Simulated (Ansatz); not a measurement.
LiTaO2 (P-3m1): the Drude term of Re ε in the infrared

Re ε of LiTaO2 (P-3m1) along x at low photon energies is read from one computed spectrum; the carriers' damping was typed as γ = 0.1 eV. x, y and z are the Cartesian axes of the input cell.

The structure is trigonal, space group P-3m1 (No. 164). Conventional cell: a = 2.853 Å, b = 2.853 Å, c = 5.577 Å, α = 90.00°, β = 90.00°, γ = 120.00°. Ta on site a is surrounded by 6 O at 2.18 Å. O on site d is surrounded by 3 Li at 2.14 Å and 3 Ta at 2.18 Å. Li on site b has 6 O at 2.14 Å as nearest neighbours.

Method: Ansatz 0.2.0, PBE, independent particles, k-mesh 18×18×8 with interpolation inside its cells, Gaussian parameter 0.2 eV.

Launch of the response step: `ansatz run input.yaml --threads 4 --pin off --max-ram 8192MiB --backend cpu --events-out ev --progress --plain --runs-dir out`. The run took 2.4 min, on 4 threads of Intel(R) Xeon(R) 6975P-C (Granite Rapids), on a shared host.

| photon energy E (eV) | wavelength (µm) | Re ε |
| --- | --- | --- |
| 0.25 | 4.96 | -349.6 |
| 0.30 | 4.13 | -232.1 |
| 0.35 | 3.54 | -158.4 |
| 0.40 | 3.10 | -111.2 |
| 0.50 | 2.48 | ? |
| 0.60 | 2.07 | -44.6 |
| 0.70 | 1.77 | -41.8 |

A Drude term over a constant background gives Re ε = ε_b − ωp²/(E² + γ²), linear in 1/(E² + γ²).

Working, on the rows shown:

| x = 1/(E² + γ²) (eV⁻²) | y = Re ε |
| --- | --- |
| 13.7931 | -349.6 |
| 10 | -232.1 |
| 7.54717 | -158.4 |
| 5.88235 | -111.2 |
| 2.7027 | -44.6 |
| 2 | -41.8 |

Means: x̄ = 6.9876, ȳ = -156.28. Σ(x − x̄)(y − ȳ) = -2645, Σ(x − x̄)² = 100.2. Slope = -2645 / 100.2 = -26.4; intercept = ȳ − slope · x̄ = 28.211. The line misses the rows shown by at most 17.

Q: What does the fit predict for the withheld row, and how well does it do?

A: At x = 3.8462 the line gives y = -73.34. The run gave -62.1, so the interpolation is off by 11, 4 % of the range in the table.

Refitted with all rows, the slope is -26.68 and the intercept 31.639. These give ωp = √(−slope) = 5.17 eV, against 5.61 eV from the program's Fermi-surface sum, and an intercept of 31.6. Taking the program's Drude term off the rows leaves 85 at the lowest energy and 21 at the highest, so the background isn't constant: interband transitions lie in or near the window, and neither fitted number can be trusted. The structure is a model and need not exist. The values come from a sum over the points of one k-mesh and carry its error, which is largest for Fermi-surface quantities. Spin-orbit coupling is left out.
